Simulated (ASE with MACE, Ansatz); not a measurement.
# Energy per group against coverage on HO:Si(111)

The cell holds 81 atoms: 54 Si, 18 H and 9 O. Its edges and angles: a = 11.604 Å, b = 11.604 Å, c = 26.701 Å, α = 90.0°, β = 90.0°, γ = 120.0°. It derives from Si (HO:Si(111)). Diamond Si(111), 3 x 3 cells, three bilayers, OH on the upper face and H on the lower (lattice constants typed as starting values near PBE's), about 15 Å of vacuum, lower atoms held. Vacuum lies along c.

Calculated with Ansatz 0.2.0: Kohn-Sham DFT, RPBE+D3(BJ), PAW (set soft_2), plane waves; cutoff 420 eV, Γ point, fermi-dirac smearing of 0.025 eV. The change is, for the first row: 1 x (surface OH + HCl → surface Cl + H2O). Cells were relaxed with PBE+D3(BJ); energies are products less reactants, per group.

| groups changed to Cl | energy per group (eV) |
| --- | --- |
| 1 | -0.4447 |
| 2 | ? |
| 3 | -0.4253 |
| 4 | -0.4252 |
| 6 | -0.4085 |
| 8 | -0.3997 |

Task: Fit a straight line to the rows given and interpolate to the withheld row.

**Working.**

With pairwise interactions in mean field, the energy per group is a line in the number of groups, u, and v is that energy.

```
u   v (eV)
1  -0.4447
3  -0.4253
4  -0.4252
6  -0.4085
8  -0.3997
```

With n = 5: mean u = 4.4, mean v = -0.420680, Σ(u − ū)² = 29.2, Σ(u − ū)(v − v̄) = 0.18496. Slope b = 0.18496 / 29.2 = 0.0063342; intercept a = v̄ − b ū = -0.44855.

At u = 2, v = a + b u.

Prediction at 2: -0.4359 eV. The run gave -0.4288 eV, so the fit is low by 0.0071 eV (1.7 % of the value).

The slope of +0.006 eV a group says that each further group makes the change less favourable for all; the intercept, -0.449 eV, is the line's value at zero coverage. Among the rows given, the largest miss of the fit is at 3, by 0.0042 eV (9.4 % of the range of the table).

Limits: Static energies; one arrangement a coverage; no gas entropy. In some runs the program notes that positions were snapped to a detected symmetry.

[Logs are printed without paths, hosts, clocks, repeated set-up lines and the standing remarks that a program may print on its own settings, such as how far it seeks lower states.]

[Hosts, paths, dates, database ids (printed as entryN), source tags and the programs' standing remarks are cut or masked in the printed files.]
